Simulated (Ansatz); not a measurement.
## VBiO4 (Dreyerite): the gap up the ladder of methods

Aim: the gap of VBiO4 (Dreyerite) at several levels of theory on one structure, with the time that each takes.

Method: density functionals, hybrids and G0W0, plane waves, PAW, in Ansatz 0.2.0.

**1. The structure**

It takes space group I4_1/amd (No. 141, tetragonal). The conventional cell has a = 7.303 Å, b = 7.303 Å, c = 6.584 Å, α = 90.00°, β = 90.00°, γ = 90.00°. Nearest to V lie 4 O at 1.72 Å. Nearest to Bi lie 8 O at 2.39 to 2.56 Å. O has 1 V at 1.72 Å and 2 Bi at 2.39 to 2.56 Å nearest. Farther neighbours and most contacts between anions are not listed.

Geometry: measured cell, ions relaxed with r2SCAN. The runs that relaxed it are not among those shown. Spin-orbit coupling is left out unless a step names it.

The logs state that the PAW files were generated under PBE.

**2. LDA on the 6×6×6 mesh**

This step: DFT, LDA, plane waves, PAW; PAW set soft_1.

Input file input.yaml:

```yaml
crystal:
  lattice:
    - [-3.6515, 3.6515, 3.292]
    - [3.6515, -3.6515, 3.292]
    - [3.6515, 3.6515, -3.292]
  atoms:
    - { symbol: V, position: [0.5, 0.5, 0.0] }
    - { symbol: V, position: [0.25, 0.75, 0.5] }
    - { symbol: Bi, position: [0.75, 0.25, 0.5] }
    - { symbol: Bi, position: [0.0, 0.0, 0.0] }
    - { symbol: O, position: [0.152062534, 0.3328889632, 0.8191735708] }
    - { symbol: O, position: [0.0828889632, 0.7637153925, 0.6808264292] }
    - { symbol: O, position: [0.5137153925, 0.3328889632, 0.1808264292] }
    - { symbol: O, position: [0.0828889632, 0.402062534, 0.3191735708] }
    - { symbol: O, position: [0.597937466, 0.9171110368, 0.6808264292] }
    - { symbol: O, position: [0.6671110368, 0.847937466, 0.1808264292] }
    - { symbol: O, position: [0.2362846075, 0.9171110368, 0.3191735708] }
    - { symbol: O, position: [0.6671110368, 0.4862846075, 0.8191735708] }
kpoints:
  mp_grid: { grid: [6, 6, 6] }
  band_path:
    path:
      - [0.0, 0.0, 0.0]
      - [0.0, 0.0, 0.5]
      - [-0.5, 0.5, 0.5]
      - [0.45319689, 0.45319689, -0.45319689]
      - [-0.45319689, 0.54680311, 0.45319689]
      - [0.25, 0.25, 0.25]
      - [0.0, 0.5, 0.0]
      - [0.3333333333, 0.3333333333, -0.3333333333]
      - [0.317237823, 0.317237823, -0.317237823]
    npoints: 1
hamiltonian:
  xc: lda
  pseudopotentials: { kind: paw, azcp: { folder: soft_1 }, xc_functional: pbe }
scf:
  occupations: { method: fixed }
  n_extra_bands: 8
output:
  eigenvalues: true
  write_density: true
  write_potential: true
  elf: true
  volumetric_format: npy
```

On the command line:

```bash
> ansatz run input.yaml --threads 3 --pin off --max-ram 92160MiB --backend cuda --events-out ev --progress --plain --runs-dir out --devices 1 --max-vram 13GiB
```

Numbers of over 12 decimals in the logs are rounded to 6 here.

Log:

```text
scf.n_extra_bands = 8 over 52 filled bands (N_el = 104.0): the run solves 60 bands
GPUs: using 1 of 1 available (devices: 1).
Engine: ansatz 0.2.0, x86_64-unknown-linux-gnu
Pseudopotentials: kind: paw
Pseudopotential: V, paw, valence charge 13, recommended cutoff 420 eV (normal), soft_1/V.paw.azcp
Pseudopotential: Bi, paw, valence charge 15, recommended cutoff 420 eV (normal), soft_1/Bi.paw.azcp
Pseudopotential: O, paw, valence charge 6, recommended cutoff 420 eV (normal), soft_1/O.paw.azcp
Functional definition: SPW92
  exchange = slater_x
  correlation = pw_c
device memory: the entry about to start is reckoned to put 5.5 GiB on a device that reports 56.9 GiB free (of which the cap on the GPU budget leaves the run 13.0 GiB)
GPU FFT provider: cuFFT
GPU libraries: cuBLAS 13.8.2, cuFFT 12.4.0, cuSOLVER 12.3.4
Crystal: 12 atoms, lattice volume = 175.575 Å³
Basis set: ecut = 420 eV, 3427 PW (Γ)
Bands: 60, of which v1, the nominal top of the filled ones, is band 52 counted from 1 (51 counted from 0)
Symmetry: 16 space group operations
Space group: I41/amd (ITA 141), of the structure as read, at distance tolerance 5.6e-5 Å
k-points: 30 of 216
Non-local potential: V, projectors of the file, l = 0: 3, l = 1: 2, l = 2: 3, l = 3: 1
Non-local potential: Bi, projectors of the file, l = 0: 2, l = 1: 2, l = 2: 2, l = 3: 1
Non-local potential: O, projectors of the file, l = 0: 2, l = 1: 2, l = 2: 1
PAW form: soft (Blöchl's): semilocal exchange-correlation on the pseudo side does not see the compensation charge
PAW frozen core: V, regenerated for the run's functional, and the local potential with it (the file was generated under x = pbe(κ = 0.804, μ = 0.219515), c = pbe(β = 0.066725))
PAW frozen core: Bi, regenerated for the run's functional, and the local potential with it (the file was generated under x = pbe(κ = 0.804, μ = 0.219515), c = pbe(β = 0.066725))
PAW frozen core: O, regenerated for the run's functional, and the local potential with it (the file was generated under x = pbe(κ = 0.804, μ = 0.219515), c = pbe(β = 0.066725))
PAW one-centre angular grid: V, 590 points (default); XC on 64 Gauss nodes
PAW one-centre angular grid: Bi, 590 points (default); XC on 64 Gauss nodes
PAW one-centre angular grid: O, 110 points (default); XC on 64 Gauss nodes
Initial density: superposition of atomic densities (chi_scale 0.1, normalization cell, long waves kept (reshape's long-wave potential 0.01 eV rms))
Initial wavefunctions: pseudopotential atomic-orbital guess
GPU buffer pool allocated for 91125 grid points (all kernels)
GPU transforms: local potential and band sums: pruned to the plane-wave sphere, on 45×45×45
Functional: x = slater, c = lda
SCF iter   1: F=—  HF=-34345.704724 eV  |F-HF|=—  |Δ(HF+E_count)|=         —  Δρ=8.49e-2  dr2=2.36e1  ethr=3.10e-3  ⟨swp⟩=4.1  Hψ=5532  notcnv=0  defer=124
preconditioner: auto → Resta (q_TF=auto, 2.500 Å⁻¹)  ε∞=5.4  [insulator: Δε(μ)=1.554 eV  Ē_g=12.483 eV  n_scr=46 (ndim 8)  ℏωp=26.3 eV  f_vac=0.025  ε∞_Penn≈5.4]
SCF iter   2: F=—  HF=-34344.560556 eV  |F-HF|=—  |Δ(HF+E_count)|=    1.14e0  Δρ=8.91e-2  dr2=1.41e1  ethr=3.10e-3  ⟨swp⟩=3.3  Hψ=3991  notcnv=0  defer=108
SCF iter   3: F=—  HF=-34342.294983 eV  |F-HF|=—  |Δ(HF+E_count)|=    2.27e0  Δρ=2.50e-2  dr2=1.30e0  ethr=3.10e-3  ⟨swp⟩=3.1  Hψ=4103  notcnv=0  defer=137
SCF iter   4: F=—  HF=-34342.016291 eV  |F-HF|=—  |Δ(HF+E_count)|=   2.79e-1  Δρ=9.44e-3  dr2=1.84e-1  ethr=1.25e-3  ⟨swp⟩=2.1  Hψ=2601  notcnv=0  defer=100
SCF iter   5: F=—  HF=-34341.995667 eV  |F-HF|=—  |Δ(HF+E_count)|=   2.06e-2  Δρ=3.00e-3  dr2=2.00e-2  ethr=1.77e-4  ⟨swp⟩=2.4  Hψ=2472  notcnv=0  defer=179
SCF iter   6: F=—  HF=-34341.996023 eV  |F-HF|=—  |Δ(HF+E_count)|=   3.56e-4  Δρ=6.04e-4  dr2=1.04e-3  ethr=1.92e-5  ⟨swp⟩=2.3  Hψ=2447  notcnv=0  defer=179
SCF iter   7: F=—  HF=-34341.995623 eV  |F-HF|=—  |Δ(HF+E_count)|=   4.00e-4  Δρ=2.25e-4  dr2=1.27e-4  ethr=9.99e-7  ⟨swp⟩=2.8  Hψ=2738  notcnv=0  defer=167
SCF iter   8: F=—  HF=-34341.995758 eV  |F-HF|=—  |Δ(HF+E_count)|=   1.35e-4  Δρ=9.17e-5  dr2=2.00e-5  ethr=1.22e-7  ⟨swp⟩=2.0  Hψ=2470  notcnv=0  defer=101
SCF iter   9: F=—  HF=-34341.996222 eV  |F-HF|=—  |Δ(HF+E_count)|=   4.64e-4  Δρ=1.33e-5  dr2=3.50e-7  ethr=1.93e-8  ⟨swp⟩=2.0  Hψ=2046  notcnv=0  defer=100
SCF iter  10: F=-34341.996222 eV  HF=-34341.996222 eV  |F-HF|=2.54e-8  |Δ(HF+E_count)|=   4.71e-8  Δρ=3.86e-6  dr2=3.81e-8  ethr=9.62e-11  ⟨swp⟩=9.7  Hψ=5666  notcnv=0
SCF 1 converged in 10 iterations: F = -34341.996222 eV  dr2 = 3.81e-8
[...]
device memory: the entry about to start is reckoned to put 3.8 GiB on a device that reports 50.4 GiB free (of which the cap on the GPU budget leaves the run 13.0 GiB)
NSCF: frozen V_eff on 9 k-points
SCF converged after 10 iterations
Free energy (F): -34341.996222 eV
Harris-Foulkes:  -34341.996222 eV  (|F-HF|=2.54e-8)
Internal energy: -34341.996222 eV  (E = F + TS)
E sigma→0 (E₀):  -34341.996222 eV
Fermi energy:    5.914500 eV
--- Per-component energies (eV) ---
  E_band       = -912.882781
  E_kinetic    = 2415.895135
  E_local      = -8966.222321  (includes V_loc(G=0)·N_el)
  E_nonlocal   = 1427.992433
  E_hartree    = 3417.779341
  E_xc         = -1090.167552
  E_vxc        = -1273.151292  (∫ρ·V_xc dr)
  E_paw        = -24050.968442  (= ΣΔE_a)
  E_vpaw       = -1352.953440  (= ΣTr[D̂ρ^β])
  E_aug_tail   = 0.008870  (compensation charges beyond the density's cutoff)
  E_ewald      = -7497.771717
  E_core_change = 1.458030  (= ΣΔE_core)
  E_smearing   = -0.000000  (= −TS)
  E_closure    = 0.000000  (closes the sum)
  Σ components = -34341.996222   (vs F -34341.996222, Δ=0.00e0)
--- Band table (eV; the first three rows and the last of 30) ---
  k-point 0: bands = [... 48 lower, 5.2868, 5.4255, 5.4255, 5.6795, 9.0721, 9.5747, 9.6267, 9.6429, ... 4 higher]
  k-point 1: bands = [... 48 lower, 5.2957, 5.3786, 5.5039, 5.6262, 9.0735, 9.5456, 9.6085, 9.6290, ... 4 higher]
  k-point 2: bands = [... 48 lower, 5.3089, 5.3341, 5.4718, 5.5632, 9.1196, 9.3733, 9.5911, 9.6026, ... 4 higher]
  k-point 29: bands = [... 48 lower, 5.1706, 5.1706, 5.2683, 5.2683, 9.3506, 9.3506, 9.4386, 9.4386, ... 4 higher]
```

Run time: 8 s. Hardware: 1 × NVIDIA H100 80GB HBM3 (shared by 6 runs) with 3 threads of AMD EPYC 7R13 (Zen 3), shared host; peak memory 0.98 GiB; 9.9 s of CPU time.

The column dr2 measures how far the density is from self-consistency, as an energy; F and HF (Harris–Foulkes) agree once it is small.

This step gave:

| Item | Value |
| --- | --- |
| gap | 2.608 eV |
| valence top at | k = (0.333, 0.333, -0.333) |
| conduction bottom at | k = (0.317, 0.317, -0.317) |
| least direct gap | 2.610 eV |

Over mesh and listed points the gap is 2.608 eV, from k = (0.333, 0.333, -0.333) to k = (0.317, 0.317, -0.317). The least direct gap found is 2.610 eV, at k = (0.333, 0.333, -0.333). On the 6×6×6 mesh alone the same run gives 2.610 eV, so that mesh misses an edge of LDA: 2.610 − 2.608 = +0.002 eV.

**3. r2SCAN on the 6×6×6 mesh**

Levels along a band path and on the mesh show where this functional puts the band edges.

This step: DFT, r2SCAN, plane waves, PAW; PAW set soft_1.

input.yaml, the sections that differ from step 2:

```yaml
kpoints:
  mp_grid: { grid: [6, 6, 6] }
  band_path:
    path:
      - [[0.0, 0.0, 0.0], [0.0, 0.0, 0.5], [-0.5, 0.5, 0.5], [0.0, 0.0, 0.0], [0.45319689, 0.45319689, -0.45319689]]
      - [[-0.45319689, 0.54680311, 0.45319689], [-0.5, 0.5, 0.5]]
      - [[0.0, 0.0, 0.5], [0.25, 0.25, 0.25], [0.0, 0.5, 0.0], [0.0, 0.0, 0.0]]
    npoints: 10
hamiltonian:
  xc: r2scan
  pseudopotentials: { kind: paw, azcp: { folder: soft_1 } }
scf:
  occupations: { method: fermi_dirac, width: 0.02 }
  n_extra_bands: 8
# crystal, output: as in step 2
```

Log:

```text
[...]
GPUs: using 1 of 1 available (devices: 1).
[...]
GPU FFT provider: cuFFT
GPU libraries: cuBLAS 13.8.2, cuFFT 12.4.0, cuSOLVER 12.3.4
Crystal: 12 atoms, lattice volume = 175.575 Å³
Basis set: ecut = 500 eV, 4449 PW (Γ), exchange–correlation on 180×180×180 points (64 copies of the dense FFT grid, shifted against one another)
Bands: 60, of which v1, the nominal top of the filled ones, is band 52 counted from 1 (51 counted from 0)
Symmetry: 16 space group operations
[...]
k-points: 30 of 216
[...]
GPU buffer pool allocated for 91125 grid points (all kernels)
[...]
SCF iter   1: F=—  HF=-35215.684707 eV  |F-HF|=—  |Δ(HF+E_count)|=         —  Δρ=6.67e-2  dr2=1.36e1  dr2_τ=9.56e-1  ethr=3.10e-3  ⟨swp⟩=6.0  Hψ=6384  notcnv=0
[...]
SCF iter  10: F=-35213.968857 eV  HF=-35213.968857 eV  |F-HF|=1.59e-8  |Δ(HF+E_count)|=   6.92e-8  Δρ=3.33e-6  dr2=2.81e-8  dr2_τ=9.19e-10  ethr=9.62e-11  ⟨swp⟩=9.5  Hψ=5606  notcnv=0
SCF 1 converged in 10 iterations: F = -35213.968857 eV  dr2 = 2.81e-8
[...]
NSCF: frozen V_eff on 83 k-points
SCF converged after 10 iterations
Free energy (F): -35213.968857 eV
[...]
Internal energy: -35213.968857 eV  (E = F + TS)
E sigma→0 (E₀):  -35213.968857 eV
Fermi energy:    7.533113 eV
[...]
--- Band table (eV; the first three rows and the last of 30) ---
  k-point 0: bands = [... 48 lower, 5.2536, 5.4227, 5.4227, 5.6508, 9.4641, 9.9995, 10.0343, 10.0459, ... 4 higher]
  k-point 1: bands = [... 48 lower, 5.2689, 5.3757, 5.5248, 5.5996, 9.4700, 9.9421, 10.0020, 10.0730, ... 4 higher]
  k-point 2: bands = [... 48 lower, 5.2863, 5.4121, 5.4477, 5.6068, 9.5248, 9.7813, 9.9696, 10.0102, ... 4 higher]
  k-point 29: bands = [... 48 lower, 5.1690, 5.1690, 5.3966, 5.3966, 9.8043, 9.8043, 9.9154, 9.9154, ... 4 higher]
```

The job ended after 20 s (1 × NVIDIA H100 80GB HBM3 (shared by 6 runs) with 3 threads; peak memory 1.3 GiB).

Numbers from this step:

* filled bands: 52
* gap: 2.949 eV
* valence top at: k = (0.333, 0.333, -0.333)
* conduction bottom at: k = (0.317, 0.317, -0.317)
* least direct gap: 2.952 eV

Over mesh and path the gap is 2.949 eV, from k = (0.333, 0.333, -0.333) to k = (0.317, 0.317, -0.317). The least direct gap found is 2.952 eV, at k = (0.333, 0.333, -0.333). On the 6×6×6 mesh alone the same run gives 2.952 eV, so that mesh misses an edge of r2SCAN: 2.952 − 2.949 = +0.003 eV. r2SCAN against LDA: 2.949 − 2.608 = +0.341 eV. The runs also differ in plane-wave cutoff (420 eV and 500 eV), so how much of this comes from the functional alone is not known.

**4. r2SCAN+SOC on the 6×6×6 mesh**

This run has two-component orbitals with spin-orbit coupling.

This step: DFT, r2SCAN with spin-orbit coupling, plane waves, PAW; PAW set soft_1.

Edit input.yaml of step 3 so:

```diff
@@ -22,17 +22,22 @@
     path:
-      - [[0.0, 0.0, 0.0], [0.0, 0.0, 0.5], [-0.5, 0.5, 0.5], [0.0, 0.0, 0.0], [0.45319689, 0.45319689, -0.45319689]]
-      - [[-0.45319689, 0.54680311, 0.45319689], [-0.5, 0.5, 0.5]]
-      - [[0.0, 0.0, 0.5], [0.25, 0.25, 0.25], [0.0, 0.5, 0.0], [0.0, 0.0, 0.0]]
-    npoints: 10
+      - [0.0, 0.0, 0.0]
+      - [0.0, 0.0, 0.5]
+      - [-0.5, 0.5, 0.5]
+      - [0.45319689, 0.45319689, -0.45319689]
+      - [-0.45319689, 0.54680311, 0.45319689]
+      - [0.25, 0.25, 0.25]
+      - [0.0, 0.5, 0.0]
+      - [0.3333333333, 0.3333333333, -0.3333333333]
+      - [0.317237823, 0.317237823, -0.317237823]
+    npoints: 1
 hamiltonian:
   xc: r2scan
-  pseudopotentials: { kind: paw, azcp: { folder: soft_1 } }
+  pseudopotentials: { kind: paw_fr, azcp: { folder: soft_1 } }
 scf:
-  occupations: { method: fermi_dirac, width: 0.02 }
-  n_extra_bands: 8
+  occupations: { method: fixed }
+  n_extra_bands: 16
+magnetization:
+  noncollinear: true
+  spin_orbit: true
 output:
   eigenvalues: true
-  write_density: true
-  write_potential: true
-  elf: true
-  volumetric_format: npy
```

Log:

```text
[...]
GPUs: using 1 of 1 available (devices: 1).
[...]
non-collinear run that drives no moment, with spin-orbit: no starting moment large enough to seed its density (crystal.atoms[].spin), no starting occupations that ask for one, no magnetisation constraint and no magnetic field, so the semilocal B_xc is pinned to zero
[...]
GPU FFT provider: cuFFT
[...]
k-point 0: bands = [... 100 lower, 5.3876, 5.3876, 5.6071, 5.6071, 9.4304, 9.4304, 9.7181, 9.7181, ... 12 higher]
  k-point 1: bands = [... 100 lower, 5.4920, 5.4920, 5.5568, 5.5568, 9.3946, 9.3946, 9.7424, 9.7424, ... 12 higher]
  k-point 2: bands = [... 100 lower, 5.4085, 5.4085, 5.5805, 5.5805, 9.3885, 9.3885, 9.5917, 9.5917, ... 12 higher]
  k-point 29: bands = [... 100 lower, 5.3868, 5.3868, 5.3868, 5.3868, 9.2848, 9.2848, 9.2848, 9.2848, ... 12 higher]
[key lines of the parts left out:]
SCF converged after 10 iterations
Magnetization: |M| = 0.0000 μB,  M = (+0.0000, +0.0000, +0.0000) μB
Free energy (F): -35142.958305 eV
Fermi energy:    6.063812 eV
```

The job ended after 20 s (1 × NVIDIA H100 80GB HBM3 (shared by 6 runs) with 3 threads; peak memory 1.4 GiB; 16 s of CPU time).

This step gave:

- gap: 2.717 eV
- valence top at: k = (0.333, 0.333, -0.333)
- conduction bottom at: k = (0.333, 0.333, -0.333)
- least direct gap: 2.717 eV

Over mesh and listed points the gap is 2.717 eV, direct, at k = (0.333, 0.333, -0.333). r2SCAN+SOC against r2SCAN: 2.717 − 2.949 = −0.232 eV. Mesh, set of files and cutoff are the same, but the conduction bottom lies at another k point, so this need not be the shift of one pair of states. The spin-orbit run sees mesh and listed points alone, so its gap is an upper bound: the coupling can move an edge off these points, and the change over the zone, its sign included where it is small, is not known.

**5. HSE06 on the 4×4×4 mesh**

HSE06 mixes in a quarter of exact exchange at short range.

This step: DFT, HSE06, plane waves, PAW; PAW set soft_1.

Edit input.yaml of step 4 so:

```diff
@@ -19,3 +19,3 @@
 kpoints:
-  mp_grid: { grid: [6, 6, 6] }
+  mp_grid: { grid: [4, 4, 4] }
   band_path:
@@ -33,10 +33,7 @@
 hamiltonian:
-  xc: r2scan
-  pseudopotentials: { kind: paw_fr, azcp: { folder: soft_1 } }
+  xc: hse06
+  pseudopotentials: { kind: paw, azcp: { folder: soft_1 } }
 scf:
   occupations: { method: fixed }
-  n_extra_bands: 16
-magnetization:
-  noncollinear: true
-  spin_orbit: true
+  n_extra_bands: 8
 output:
```

Log:

```text
[...]
GPUs: using 1 of 1 available (devices: 1).
[...]
davidson cushion auto → on  (no smearing: the cushion is to keep the highest requested band from converging to the state above it; pin scf.eigensolver.cushion to override)
[...]
GPU FFT provider: cuFFT
GPU libraries: cuBLAS 13.8.2, cuFFT 12.4.0, cuSOLVER 12.3.4
Crystal: 12 atoms, lattice volume = 175.575 Å³
Basis set: ecut = 420 eV, 3427 PW (Γ)
[...]
Fermi energy:    5.439861 eV
[...]
--- Band table (eV; the first three rows and the last of 13) ---
  k-point 0: bands = [... 48 lower, 4.5365, 4.7572, 4.7572, 4.9576, 9.9887, 10.4364, 10.5717, 10.6102, ... 4 higher]
  k-point 1: bands = [... 48 lower, 4.6460, 4.7462, 4.8311, 4.9843, 9.9877, 10.3944, 10.5076, 10.5608, ... 4 higher]
  k-point 2: bands = [... 48 lower, 4.6269, 4.6269, 5.0098, 5.0098, 10.1284, 10.1284, 10.5113, 10.5113, ... 4 higher]
  k-point 12: bands = [... 48 lower, 4.4924, 4.4924, 4.8797, 4.8797, 10.2247, 10.2247, 10.2710, 10.2710, ... 4 higher]
[key lines of the parts left out:]
Free energy (F): -35168.386711 eV
```

Wall time 71 s (1 × NVIDIA H100 80GB HBM3 (shared by 6 runs) with 3 threads); peak memory 1.8 GiB; 1.9 min of CPU time.

Numbers from this step:

```
gap                     : 3.826 eV
valence top at          : k = (0.333, 0.333, -0.333)
conduction bottom at    : k = (0.317, 0.317, -0.317)
least direct gap        : 3.829 eV
exact-exchange fraction : 0.25
```

Over mesh and listed points the gap is 3.826 eV, from k = (0.333, 0.333, -0.333) to k = (0.317, 0.317, -0.317). The least direct gap found is 3.829 eV, at k = (0.333, 0.333, -0.333). On the 4×4×4 mesh alone the same run gives 4.074 eV, so that mesh misses an edge of HSE06: 4.074 − 3.826 = +0.248 eV. HSE06 against LDA: 3.826 − 2.608 = +1.218 eV. The runs also differ in mesh (6×6×6 and 4×4×4), so how much of this comes from the functional alone is not known.

**6. PBE0 on the 4×4×4 mesh**

PBE0 mixes in a quarter of exact exchange at all distances.

This step: DFT, PBE0, plane waves, PAW; PAW set soft_1.

Edit input.yaml of step 5 so:

```diff
@@ -33,3 +33,3 @@
 hamiltonian:
-  xc: hse06
+  xc: pbe0
   pseudopotentials: { kind: paw, azcp: { folder: soft_1 } }
@@ -40 +40,5 @@
   eigenvalues: true
+  write_density: true
+  write_potential: true
+  elf: true
+  volumetric_format: npy
```

Log:

```text
[...]
GPUs: using 1 of 1 available (devices: 1).
[...]
GPU FFT provider: cuFFT
GPU libraries: cuBLAS 13.8.2, cuFFT 12.4.0, cuSOLVER 12.3.4
Crystal: 12 atoms, lattice volume = 175.575 Å³
Basis set: ecut = 420 eV, 3427 PW (Γ)
Bands: 60, of which v1, the nominal top of the filled ones, is band 52 counted from 1 (51 counted from 0)
Symmetry: 16 space group operations
[...]
k-points: 13 of 64
[...]
Fermi energy:    5.078202 eV
[...]
--- Band table (eV; the first three rows and the last of 13) ---
  k-point 0: bands = [... 48 lower, 4.1385, 4.3634, 4.3634, 4.5620, 10.3650, 10.7986, 10.9585, 10.9980, ... 4 higher]
  k-point 1: bands = [... 48 lower, 4.2513, 4.3659, 4.4342, 4.5990, 10.3609, 10.7757, 10.8707, 10.9477, ... 4 higher]
  k-point 2: bands = [... 48 lower, 4.2274, 4.2274, 4.6294, 4.6294, 10.5030, 10.5030, 10.8964, 10.8964, ... 4 higher]
  k-point 12: bands = [... 48 lower, 4.0961, 4.0961, 4.5089, 4.5089, 10.5744, 10.5744, 10.6418, 10.6418, ... 4 higher]
[key lines of the parts left out:]
Free energy (F): -35163.360439 eV
```

Wall time 52 s (1 × NVIDIA H100 80GB HBM3 (shared by 6 runs) with 3 threads); peak memory 1.8 GiB.

This step gave:

```
gap                     : 4.534 eV
valence top at          : k = (0.333, 0.333, -0.333)
conduction bottom at    : k = (0.317, 0.317, -0.317)
least direct gap        : 4.536 eV
exact-exchange fraction : 0.25
```

Over mesh and listed points the gap is 4.534 eV, from k = (0.333, 0.333, -0.333) to k = (0.317, 0.317, -0.317). The least direct gap found is 4.536 eV, at k = (0.333, 0.333, -0.333). On the 4×4×4 mesh alone the same run gives 4.796 eV, so that mesh misses an edge of PBE0: 4.796 − 4.534 = +0.262 eV. PBE0 against HSE06: 4.534 − 3.826 = +0.708 eV, with the same mesh, files and cutoff, and both edges at the same k points.

(Part 1 of 2 ends here.)

[Paths, hosts, dates, memory and timing lines, banners, echoed tables and standing remarks are left out of the program output.]

[Logs are printed without paths, hosts, clocks, repeated set-up lines and the standing remarks that a program may print on its own settings, such as how far it seeks lower states.]

[Runs of the session that timed out or met a known fault of the program may be left out.]

[Cells called generated may have been cut or substituted from an entry of the Crystallography Open Database or the Materials Project.]

[Hosts, paths, dates, database ids (printed as entryN), source tags and the programs' standing remarks are cut or masked in the printed files.]

[Where an RPA ε∞ is given, it is that of the G0W0 mesh and is not shown converged in it. Names of k-points follow the symmetry that the program found, which can be lower than the space group named. Band edges on a path are those of the sampled points; other points can move an edge, and change direct to indirect where valleys lie close.]

[Hybrid gaps are those of their k-mesh and are not shown converged in it.]
